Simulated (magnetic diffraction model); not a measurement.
**Moment size from magnetic intensity in Cr₄Te₃S₃**

Space group R3 (no. 146), a = 6.1220 Å, c = 16.4590 Å.

| site | atom | x | y | z |
| --- | --- | --- | --- | --- |
| 9b | Te | 0.0076 | 0.6744 | 0.0843 |
| 3a | Cr | 1/3 | 2/3 | 0.3313 |
| 3a | Cr | 0 | 0 | 0.3271 |
| 3a | Cr | 1/3 | 2/3 | 0.1757 |
| 3a | Cr | 2/3 | 1/3 | 0.3298 |
| 9b | S | 0.6555 | 0.6664 | 0.2532 |

This is a made-up structure (elements placed in a structure type, unrelaxed), so the numbers test the method and describe no known phase.

Only Cr is taken to order (form factors of Cr3+); orders and moment sizes are assumed, and not adapted to the symmetry. Radiation: neutrons of λ = 2.567 Å, 2° to 50°; isotropic B of 0.48 Å² (Te), 0.55 Å² (Cr) and 0.69 Å² (S). The intensities are simulated: I ∝ L Σ (|F_N|² + |F_M⊥|²) for unpolarised neutrons, with F_M = 2.695 fm/μB × Σ f(s) S exp(2πi Q·r) exp(−B s²) at Q = H ± k (one set where k and −k are equivalent), only the part normal to Q counting and L = 1/(sin²θ cos θ). For a modulated order the moment at position r is S exp(−2πi k·r) + c.c., with S = m/2 for a sine wave of amplitude m and S = m(u + iv)/2 for moments turning in a plane, u and v being orthogonal unit vectors in it; the phase factor of the sum at Q = H + k is then exp(2πi H·r). Form factors are spin-only for 3d ions and dipole or tabulated for f ions, scattering lengths are Sears's of 1992, and absorption is left out. A label names one of the reflections at its angle. The strongest nuclear line in the range is 100, and lines under 0.2 are left out.

In a first state the assumed order is k = (1/3 1/3 0), moments turning in the plane of [100] and [010], 2.74 μB on Cr; signs + at (1/3, 2/3, 0.3313), + at (0, 0, 0.3271), + at (1/3, 2/3, 0.1757), + at (2/3, 1/3, 0.3298), with this pattern:

| 2θ (°) | index | nuclear | magnetic |
| --- | --- | --- | --- |
| 16.07 | (1/3 1/3 0) | 0.0 | 507.4 |
| 18.42 | (2/3 -1/3 1) | 0.0 | 56.1 |
| 24.18 | (-1/3 2/3 2) | 0.0 | 37.5 |
| 27.06 | (0 0 3) | 100.0 | 0.0 |
| 29.47 | (1 0 1) | 33.5 | 0.0 |
| 31.63 | (1/3 1/3 3) | 0.0 | 103.8 |
| 32.47 | (2/3 2/3 0) | 0.0 | 107.7 |
| 33.47 | (0 1 2) | 31.1 | 0.0 |
| 33.74 | (-2/3 4/3 1) | 0.0 | 12.6 |
| 37.34 | (4/3 -2/3 2) | 0.0 | 10.9 |
| 39.97 | (2/3 -1/3 4) | 0.0 | 17.8 |
| 42.76 | (2/3 2/3 3) | 0.0 | 40.2 |
| 43.41 | (5/3 -4/3 0) | 0.0 | 105.2 |
| 44.41 | (4/3 1/3 1) | 0.0 | 12.3 |
| 46.51 | (1 0 4) | 11.3 | 0.0 |
| 47.32 | (1/3 4/3 2) | 0.0 | 11.0 |
(The table stops after 16 lines; 3 more lie at higher angle.)

**Question.** Nearer the ordering temperature the line at 16.07° has total intensity 366.9 on the same scale, and all moments have shrunk alike. How large is the Cr moment?

The nuclear part, 0.0, stays, so the magnetic part is 366.9 against 507.4. It goes as m², so m = 2.74 × √(366.9/507.4) = 2.33 μB; the value used was 2.33 μB.
